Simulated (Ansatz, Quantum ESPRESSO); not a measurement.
# Predicting the next point of a tunnelling series: a Ga chain with one bond drawn out

How the rows were computed: Quantum ESPRESSO 7.5 (pw.x, pwcond.x), LDA, GBRV ultrasoft; geometry as built. T is the transmission per spin at the Fermi level. The series steps the stretch of one bond.

| added stretch (Å) | T |
| --- | --- |
| 0.5 | 2.7 |
| 1.2 | 1.43 |
| 2 | 0.381 |
| 3 | 0.0528 |

To predict: What is T at 4 Å?

By hand: In the tunnelling regime ln T falls linearly. The last two rows give a slope of ln(0.381/0.0528)/(3 − 2) = 1.976 per Å, so T(4) ≈ 0.0528 × exp(−1.976 × 1) = 0.00732.

**Check.** T = 0.00663; the estimate is 1.10 times that. The slope over the last interval is 2.075: the same within 8 %. A second code, Ansatz 0.2.0, gives 0.00556.

**Limits.** Short leads, unrelaxed atoms, a barrier without the image potential.
